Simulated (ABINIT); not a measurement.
**Beyond one shot: H6PbCBr3N (Pm)**

Aim: iterate the self-energy on H6PbCBr3N (Pm) and follow the gap from cycle to cycle.

Main program and level: ABINIT 10.8.3; PBEsol and many-body steps on it, plane waves.

### 1. Starting point

The structure is monoclinic, space group Pm (No. 6). The conventional cell has a = 6.039 Å, b = 6.060 Å, c = 6.128 Å, α = 90.00°, β = 90.07°, γ = 90.00°. Nearest to H lie 1 N at 1.04 Å. H has 1 C at 1.09 Å nearest. H has 1 C at 1.10 Å nearest. Nearest to Pb lie 6 Br at 2.98 to 3.11 Å. C has 3 H at 1.09 to 1.10 Å and 1 N at 1.49 Å nearest. Farther neighbours and most contacts between anions are not listed.

As a file:

```cif
data_structure
_symmetry_space_group_name_H-M 'Pm'
_symmetry_Int_Tables_number 6
_cell_length_a 6.0385
_cell_length_b 6.0597
_cell_length_c 6.1282
_cell_angle_alpha 90.000
_cell_angle_beta 90.072
_cell_angle_gamma 90.000
_cell_volume 224.24
loop_
_atom_site_label
_atom_site_type_symbol
_atom_site_symmetry_multiplicity
_atom_site_Wyckoff_symbol
_atom_site_fract_x
_atom_site_fract_y
_atom_site_fract_z
_atom_site_occupancy
H1 H 2 c 0.21826 0.86210 0.96819 1
H2 H 1 a 0.17779 0.00000 0.19864 1
H3 H 2 c 0.82510 0.85194 0.06162 1
H4 H 1 a 0.86934 0.00000 0.81171 1
Pb1 Pb 1 b 0.47527 0.50000 0.47799 1
C1 C 1 a 0.89731 0.00000 0.98852 1
Br1 Br 1 b 0.43003 0.50000 0.97275 1
Br2 Br 1 a 0.43485 0.00000 0.51271 1
Br3 Br 1 b 0.96654 0.50000 0.44074 1
N1 N 1 a 0.14061 0.00000 0.03246 1
```

The cell and positions are those that the Materials Project relaxed with its own functionals (PBE, PBE+U or r2SCAN), kept fixed. Spin-orbit coupling is left out unless a step names it.

### 2. Empty states on the mesh, 2×2×2 mesh, 181 bands

This step: ABINIT 10.8.3; DFT, PBEsol, plane waves, norm-conserving pseudopotentials.

The sums over transitions need many empty states on a uniform mesh; this step solves for them.

Contents of run.abi:

```
acell 3*1.0 Angstrom
rprim 
  6.038531000000 -0.000000000000 -0.000000000000
  -0.000000000000 6.059680000000 0.000000000000
  -0.007679000000 0.000000000000 6.128174000000
ntypat 5
znucl 1 82 6 35 7
natom 12
typat 1 1 1 1 1 1 2 3 4 4 4 5
xred 
  0.218258000000 0.862101000000 0.968190000000
  0.177786000000 0.000000000000 0.198636000000
  0.825095000000 0.851944000000 0.061619000000
  0.869341000000 0.000000000000 0.811715000000
  0.825095000000 0.148056000000 0.061619000000
  0.218258000000 0.137899000000 0.968190000000
  0.475266000000 0.500000000000 0.477994000000
  0.897311000000 0.000000000000 0.988520000000
  0.430028000000 0.500000000000 0.972748000000
  0.434852000000 0.000000000000 0.512708000000
  0.966538000000 0.500000000000 0.440736000000
  0.140606000000 0.000000000000 0.032465000000
pp_dirpath "pseudos"
pseudos "H.upf, Pb.upf, C.upf, Br.upf, N.upf"
ecut 37
ngkpt 2 2 2
nshiftk 1
shiftk 0 0 0
kptopt 1
chksymbreak 0
iscf -2
irdden 1
istwfk *1
nband 181
nbdbuf 16
tolwfr 1e-09
nstep 60
prtvol 0
indata_prefix "in"
outdata_prefix "out"
tmpdata_prefix "tmp"
```

The run is started by

```console
> OMP_NUM_THREADS=1 mpirun -n 8 abinit run.abi > log
```

Numbers of over 12 decimals in the logs are rounded to 6 here.

The log of the run:

```text
.Version 10.8.3 of ABINIT. v10.8.2 released Aug 2026.

 Symmetries : space group Pm (#  6); Bravais mP (primitive monocl.)
[... echo of the input left out ...]
== DATASET  1 ==================================================================
-   mpi_nproc: 8, omp_nthreads: 1 (-1 if OMP is not activated)

--- !DatasetInfo
iteration_state: {dtset: 1, }
dimensions: {natom: 12, nkpt: 8, mband: 181, nsppol: 1, nspinor: 1, nspden: 1, mpw: 16306, }
cutoff_energies: {ecut:  37.0, pawecutdg:  -1.0, }
[...]
1.30220    1.31224    1.32209    1.32600    1.32804    1.33499    1.34248    1.35014
   1.35506    1.35585    1.36040    1.36417    1.37025    1.38281    1.38856    1.39675
   1.40101    1.40376    1.41617    1.42133    1.42633
 prteigrs : prtvol=0 or 1, do not print more k-points.

== END DATASET(S) ==============================================================
================================================================================

 -outvars: echo values of variables after computation  --------
            nband         181
             nkpt           8
          spgroup           6
 [... the other variables as echoed above ...]

 Calculation completed.
```

Elapsed: 2.5 min, on 8 MPI ranks of Arm Neoverse V1, shared host; peak memory 1.1 GiB.

This step gave:

```yaml
gap: 2.005 eV
k_of_the_valence_top: 0.5, 0.5, 0.5
k_of_the_conduction_bottom: 0.5, 0.5, 0.5
least_direct_gap: 2.005 eV
k_points_computed: 8
lowest_point_of_the_top_converged_band_above_the_valence_top: 34.56 eV
```

On this mesh the gap is 2.005 eV.

The density comes from a self-consistent run that is not shown.

### 3. Screening, 2×2×2 mesh, 165 bands, screening to 89.8 eV

The RPA dielectric matrix is built and inverted for each q.

This step: RPA screening on PBEsol, plane waves, norm-conserving pseudopotentials.

Edit run.abi of step 2 so:

```diff
@@ -30,10 +30,11 @@
 chksymbreak 0
-iscf -2
-irdden 1
 istwfk *1
-nband 181
-nbdbuf 16
-tolwfr 1e-09
-nstep 60
-prtvol 0
+occopt 1
+irdwfk 1
+optdriver 3
+nband 165
+ecuteps 3.3
+inclvkb 2
+awtr 1
+symchi 1
 indata_prefix "in"
```

The log of the run:

```text
.Version 10.8.3 of ABINIT. v10.8.2 released Aug 2026.

 Symmetries : space group Pm (#  6); Bravais mP (primitive monocl.)
[... echo of the input left out ...]
== DATASET  1 ==================================================================
-   mpi_nproc: 8, omp_nthreads: 1 (-1 if OMP is not activated)

--- !DatasetInfo
iteration_state: {dtset: 1, }
dimensions: {natom: 12, nkpt: 8, mband: 165, nsppol: 1, nspinor: 1, nspden: 1, mpw: 16306, }
cutoff_energies: {ecut:  37.0, pawecutdg:  -1.0, }
electrons: {nelect:   8.80000000E+01, charge:   0.00000000E+00, occopt:   1.00000000E+00, tsmear:   1.00000000E-02, }

 SCREENING: Calculation of the susceptibility and dielectric matrices

 Based on a program developped by R.W. Godby, V. Olevano, G. Onida, and L. Reining.
 Incorporated in ABINIT by V. Olevano, G.-M. Rignanese, and M. Torrent.
.Using double precision arithmetic ; gwpc =  8

[... cell and pseudopotentials left out ...]
--------------------------------------------------------------------------------

 ==== K-mesh for the wavefunctions ====
 Number of points in the irreducible wedge :     8
[... list of points left out ...]
 Together with  2 symmetry operations and time-reversal symmetry
 yields     8 points in the full Brillouin Zone.

 ==== Q-mesh for the screening function ====
 Number of points in the irreducible wedge :     8
[... list of points left out ...]
 Together with  2 symmetry operations and time-reversal symmetry
 yields     8 points in the full Brillouin Zone.

 setmesh: FFT mesh size selected  =    45x   45x   45
          total number of points  =        91125

 vcoul_init : cutoff-mode = AUXILIARY_FUNCTION
 q-points for optical limit:   1
     1)      0.000010    0.000020    0.000030

- screening: taking advantage of time-reversal symmetry
- Maximum band index for partially occupied states nbvw = 44
- Remaining bands to be divided among processors   nbcw = 121
- Number of bands treated by each node ~15

 Number of electrons calculated from density =   88.0000; Expected =   88.0000
 average of density, n =  0.058153
 r_s =    1.6012
 omega_plasma =   23.2618 [eV]

 calculating chi0 at frequencies [eV] :
  1    0.000000E+00    0.000000E+00
  2    0.000000E+00    2.326176E+01

--------------------------------------------------------------------------------
  q-point number  1        q = ( 0.000000, 0.000000, 0.000000) [r.l.u.]
--------------------------------------------------------------------------------
[... chi0 elements left out ...]
 For q-point:  0.000010 0.000020 0.000030
  dielectric constant =   6.4331
  dielectric constant without local fields =   7.3440

  Average fulfillment of the sum rule on Im[epsilon] for q-point    1 :     43.99  [%]
[... wings left out ...]
  q-point number  2        q = ( 0.500000, 0.000000, 0.000000) [r.l.u.]
--------------------------------------------------------------------------------
[... chi0 elements left out ...]
  Average fulfillment of the sum rule on Im[epsilon] for q-point    2 :     48.95  [%]

 [... 6 further q-points ...]
```

The job ended after 2.8 min (8 MPI ranks; peak memory 8.4 GiB).

This step gave:

* ε∞ with local fields, on this mesh, along the program's q direction: 6.433
* the same without local fields: 7.344
* plasma frequency: 23.26 eV
* plane waves in the screening matrix: 453

Local fields lower ε∞ by 12 %. On a Γ-centred mesh this coarse the value itself is usually too large, while a short band sum pulls it down.

### 4. G0W0

The self-energy is evaluated for the states that the input lists, and the levels follow from it, in one-shot runs by the linearised quasiparticle equation.

This step: G0W0 on PBEsol, plane waves, norm-conserving pseudopotentials.

Edit run.abi of step 3 so:

```diff
@@ -33,8 +33,17 @@
 irdwfk 1
-optdriver 3
+optdriver 4
 nband 165
+gwcalctyp 0
+ecutsigx 37
+symsigma 1
+nkptgw 2
+kptgw 
+  0.5000000000 0.5000000000 0.5000000000
+  0.0000000000 0.0000000000 0.0000000000
+bdgw 
+  43 46
+  43 46
 ecuteps 3.3
-inclvkb 2
-awtr 1
-symchi 1
+irdscr 1
+ppmodel 1
 indata_prefix "in"
```

The log of the run:

```text
.Version 10.8.3 of ABINIT. v10.8.2 released Aug 2026.

 Symmetries : space group Pm (#  6); Bravais mP (primitive monocl.)
[... echo of the input left out ...]
== DATASET  1 ==================================================================
-   mpi_nproc: 8, omp_nthreads: 1 (-1 if OMP is not activated)

--- !DatasetInfo
iteration_state: {dtset: 1, }
dimensions: {natom: 12, nkpt: 8, mband: 165, nsppol: 1, nspinor: 1, nspden: 1, mpw: 16306, }
cutoff_energies: {ecut:  37.0, pawecutdg:  -1.0, }
electrons: {nelect:   8.80000000E+01, charge:   0.00000000E+00, occopt:   1.00000000E+00, tsmear:   1.00000000E-02, }

 SIGMA: Calculation of the GW corrections

 Based on a program developped by R.W. Godby, V. Olevano, G. Onida, and L. Reining.
 Incorporated in ABINIT by V. Olevano, G.-M. Rignanese, and M. Torrent.
.Using double precision arithmetic ; gwpc =  8

[... cell and pseudopotentials left out ...]
--------------------------------------------------------------------------------

 ==== K-mesh for the wavefunctions ====
 Number of points in the irreducible wedge :     8
[... list of points left out ...]
 Together with  2 symmetry operations and time-reversal symmetry
 yields     8 points in the full Brillouin Zone.

 ==== Q-mesh for screening function ====
 Number of points in the irreducible wedge :     8
[... list of points left out ...]
 Together with  2 symmetry operations and time-reversal symmetry
 yields     8 points in the full Brillouin Zone.

 vcoul_init : cutoff-mode = AUXILIARY_FUNCTION
 q-points for optical limit:   1
     1)      0.000010    0.000020    0.000030
 setmesh: FFT mesh size selected  =    64x   64x   64
          total number of points  =       262144

 Number of electrons calculated from density =   88.0000; Expected =   88.0000
 average of density, n =  0.058153
 r_s =    1.6012
 omega_plasma =   23.2618 [eV]

 === KS Band Gaps ===
  >>>> For spin  1
   Minimum direct gap =   2.0047 [eV], located at k-point      :   0.5000  0.5000  0.5000
   Fundamental gap    =   2.0047 [eV], Top of valence bands at :   0.5000  0.5000  0.5000
                                       Bottom of conduction at :   0.5000  0.5000  0.5000
 SIGMA fundamental parameters:
 PLASMON POLE MODEL  1
 number of plane-waves for SigmaX                16279
 number of plane-waves for SigmaC and W            453
 number of plane-waves for wavefunctions         16279
 number of bands                                   165
 number of independent spin polarizations            1
 number of spinorial components                      1
 number of k-points in IBZ                           8
 number of q-points in IBZ                           8
 number of symmetry operations                       2
 number of k-points in BZ                            8
 number of q-points in BZ                            8
 number of frequencies for dSigma/dE                 9
 frequency step for dSigma/dE [eV]                0.25
 number of omega for Sigma on real axis              0
 max omega for Sigma on real axis  [eV]           0.00
 zcut for avoiding poles [eV]                     0.10

 EPSILON^-1 parameters (SCR file):
 dimension of the eps^-1 matrix on file            453
 dimension of the eps^-1 matrix used               453
 number of plane-waves for wavefunctions         16279
 number of bands                                   165
 number of q-points in IBZ                           8
 number of frequencies                               2
 number of real frequencies                          1
 number of imag frequencies                          1

 matrix elements of self-energy operator (all in [eV])

 Perturbative Calculation

--- !SelfEnergy_ee
iteration_state: {dtset: 1, }
kpoint     : [   0.500,    0.500,    0.500, ]
spin       : 1
KS_gap     :    2.005
QP_gap     :    3.833
Delta_QP_KS:    1.828
data: !SigmaeeData |
     Band     E0 <VxcDFT>   SigX SigC(E0)      Z dSigC/dE  Sig(E)    E-E0       E
       43  -0.462 -14.394 -19.340   3.069   0.787  -0.270 -15.872  -1.478  -1.939
       44   0.350 -15.279 -18.521   2.124   0.801  -0.249 -16.174  -0.895  -0.546
       45   2.354 -10.622  -6.649  -2.833   0.818  -0.222  -9.689   0.933   3.287
       46   2.367 -10.597  -6.591  -2.841   0.819  -0.221  -9.643   0.954   3.322

--- !SelfEnergy_ee
iteration_state: {dtset: 1, }
kpoint     : [   0.000,    0.000,    0.000, ]
spin       : 1
KS_gap     :    5.072
QP_gap     :    7.158
Delta_QP_KS:    2.086
data: !SigmaeeData |
     Band     E0 <VxcDFT>   SigX SigC(E0)      Z dSigC/dE  Sig(E)    E-E0       E
       43  -0.683 -14.002 -18.932   3.075   0.785  -0.273 -15.459  -1.457  -2.141
       44  -0.665 -14.012 -18.929   3.071   0.785  -0.274 -15.461  -1.449  -2.114
       45   4.408  -7.707  -3.909  -3.040   0.840  -0.190  -7.070   0.637   5.044
       46   5.519 -11.746  -7.688  -3.040   0.804  -0.244 -10.928   0.818   6.337

== END DATASET(S) ==============================================================
================================================================================

 -outvars: echo values of variables after computation  --------
           etotal      0.0000000000E+00
            nband         165
             nkpt           8
          spgroup           6
 [... the other variables as echoed above ...]

 Calculation completed.
```

It took 21 s on 8 MPI ranks; peak memory 3.9 GiB; 2.8 min of CPU time.

Numbers from this step:

```yaml
g0w0_gap_on_the_points_computed: 3.833 eV
starting_gap_on_the_mesh: 2.005 eV
k_of_the_valence_top: 0.5, 0.5, 0.5
k_of_the_conduction_bottom: 0.5, 0.5, 0.5
z_at_the_valence_top: 0.801
z_at_the_conduction_bottom: 0.818
least_direct_g0w0_gap_on_the_computed_points: 3.833 eV
```

The gap on the mesh goes from 2.00 eV to 3.83 eV, a correction of +1.83 eV.

### 5. evGW0, cycle 1

This step: evGW0 on PBEsol, plane waves, norm-conserving pseudopotentials.

Edit run.abi of step 4 so:

```diff
@@ -35,12 +35,24 @@
 nband 165
-gwcalctyp 0
+gwcalctyp 10
 ecutsigx 37
 symsigma 1
-nkptgw 2
+nkptgw 8
 kptgw 
+  0.0000000000 0.0000000000 0.0000000000
+  0.5000000000 0.0000000000 0.0000000000
+  0.0000000000 0.5000000000 0.0000000000
+  0.5000000000 0.5000000000 0.0000000000
+  0.0000000000 0.0000000000 0.5000000000
+  0.5000000000 0.0000000000 0.5000000000
+  0.0000000000 0.5000000000 0.5000000000
   0.5000000000 0.5000000000 0.5000000000
-  0.0000000000 0.0000000000 0.0000000000
 bdgw 
-  43 46
-  43 46
+  30 51
+  30 51
+  30 51
+  30 51
+  30 51
+  30 51
+  30 51
+  30 51
 ecuteps 3.3
```

The log of the run:

```text
.Version 10.8.3 of ABINIT. v10.8.2 released Aug 2026.

 Symmetries : space group Pm (#  6); Bravais mP (primitive monocl.)
[... echo of the input left out ...]
== DATASET  1 ==================================================================
-   mpi_nproc: 8, omp_nthreads: 1 (-1 if OMP is not activated)

--- !DatasetInfo
iteration_state: {dtset: 1, }
dimensions: {natom: 12, nkpt: 8, mband: 165, nsppol: 1, nspinor: 1, nspden: 1, mpw: 16306, }
cutoff_energies: {ecut:  37.0, pawecutdg:  -1.0, }
electrons: {nelect:   8.80000000E+01, charge:   0.00000000E+00, occopt:   1.00000000E+00, tsmear:   1.00000000E-02, }

 SIGMA: Calculation of the GW corrections

 Based on a program developped by R.W. Godby, V. Olevano, G. Onida, and L. Reining.
 Incorporated in ABINIT by V. Olevano, G.-M. Rignanese, and M. Torrent.
.Using double precision arithmetic ; gwpc =  8

[... cell and pseudopotentials left out ...]
--------------------------------------------------------------------------------

 ==== K-mesh for the wavefunctions ====
 Number of points in the irreducible wedge :     8
[... list of points left out ...]
 Together with  2 symmetry operations and time-reversal symmetry
 yields     8 points in the full Brillouin Zone.

 ==== Q-mesh for screening function ====
 Number of points in the irreducible wedge :     8
[... list of points left out ...]
 Together with  2 symmetry operations and time-reversal symmetry
 yields     8 points in the full Brillouin Zone.

 vcoul_init : cutoff-mode = AUXILIARY_FUNCTION
 q-points for optical limit:   1
     1)      0.000010    0.000020    0.000030
 setmesh: FFT mesh size selected  =    64x   64x   64
          total number of points  =       262144

 Number of electrons calculated from density =   88.0000; Expected =   88.0000
[...]
spin       : 1
KS_gap     :    3.000
QP_gap     :    4.905
Delta_QP_KS:    1.904
data: !SigmaeeData |
     Band     E_DFT   <VxcDFT>   E(N-1)  <Hhartree>   SigX  SigC[E(N-1)]    Z     dSigC/dE  Sig[E(N)]  DeltaE  E(N)_pert E(N)_diago
[...]
--- !SelfEnergy_ee
iteration_state: {dtset: 1, }
kpoint     : [   0.500,    0.500,    0.500, ]
spin       : 1
KS_gap     :    2.005
QP_gap     :    3.833
Delta_QP_KS:    1.828
data: !SigmaeeData |
     Band     E_DFT   <VxcDFT>   E(N-1)  <Hhartree>   SigX  SigC[E(N-1)]    Z     dSigC/dE  Sig[E(N)]  DeltaE  E(N)_pert E(N)_diago
[...]
50     6.964    -8.654     6.964    15.618    -4.094    -3.226     0.830    -0.205    -7.546     1.108     8.072     8.299
       51     7.693   -10.405     7.693    18.097    -5.520    -3.332     0.819    -0.222    -9.133     1.272     8.964     9.246

 New Fermi energy :        5.009729E-02 Ha ,    1.363217E+00 eV

 === QP Band Gaps ===
  >>>> For spin  1
   Minimum direct gap =   4.2631 [eV], located at k-point      :   0.5000  0.5000  0.5000
   Fundamental gap    =   4.2631 [eV], Top of valence bands at :   0.5000  0.5000  0.5000
                                       Bottom of conduction at :   0.5000  0.5000  0.5000

 writing QP data on file : out_QPS

 Convergence of QP corrections
 >>>>> For spin  1 <<<<<
.  kptgw no:  1; Maximum DeltaE = (   0.000   0.000) for band index:  6
.  kptgw no:  2; Maximum DeltaE = (   0.000   0.000) for band index:  6
.  kptgw no:  3; Maximum DeltaE = (   0.730  -0.000) for band index:  6
[...]
.  kptgw no:  7; Maximum DeltaE = (   0.983   0.000) for band index:  6
.  kptgw no:  8; Maximum DeltaE = (   0.684  -0.000) for band index:  6

== END DATASET(S) ==============================================================
================================================================================

 -outvars: echo values of variables after computation  --------
           etotal      0.0000000000E+00
            nband         165
             nkpt           8
          spgroup           6
 [... the other variables as echoed above ...]

 Calculation completed.
```

Run time: 5.8 min. Hardware: 8 MPI ranks; peak memory 9.5 GiB.

This step gave:

```
quasiparticle gap on the mesh                         : 4.263 eV
gap of the density functional on the mesh             : 2.005 eV
k of the valence top                                  : 0.5, 0.5, 0.5
k of the conduction bottom                            : 0.5, 0.5, 0.5
Z at the valence top                                  : 0.801
Z at the conduction bottom                            : 0.818
least direct quasiparticle gap on the computed points : 4.263 eV
```

Against G0W0 in ABINIT (2×2×2 mesh, 165 bands, screening to 89.8 eV, Godby-Needs plasmon pole), the gap moves by +0.430 eV. This first cycle still uses the starting levels; it takes the full correction, at all points of the mesh, and its linearised value is 3.833 eV.

[end of part 1 of 3]

[Paths, hosts, dates, memory and timing lines, banners, echoed tables and standing remarks are left out of the program output.]

[Logs are printed without paths, hosts, clocks, repeated set-up lines and the standing remarks that a program may print on its own settings, such as how far it seeks lower states.]

[Runs of the session that timed out or met a known fault of the program may be left out.]

[Hosts, paths, dates, database ids (printed as entryN), source tags and the programs' standing remarks are cut or masked in the printed files.]

[G0W0 gaps are taken among the corrected bands and points alone; a level outside them can change the order at an edge.]

[Where Ansatz stands beside ABINIT at settings called matched, ABINIT's density can come from a denser mesh and the files from another edition; pairs whose starting gaps differed by over 0.03 eV were left out, so agreement reads better than it is.]
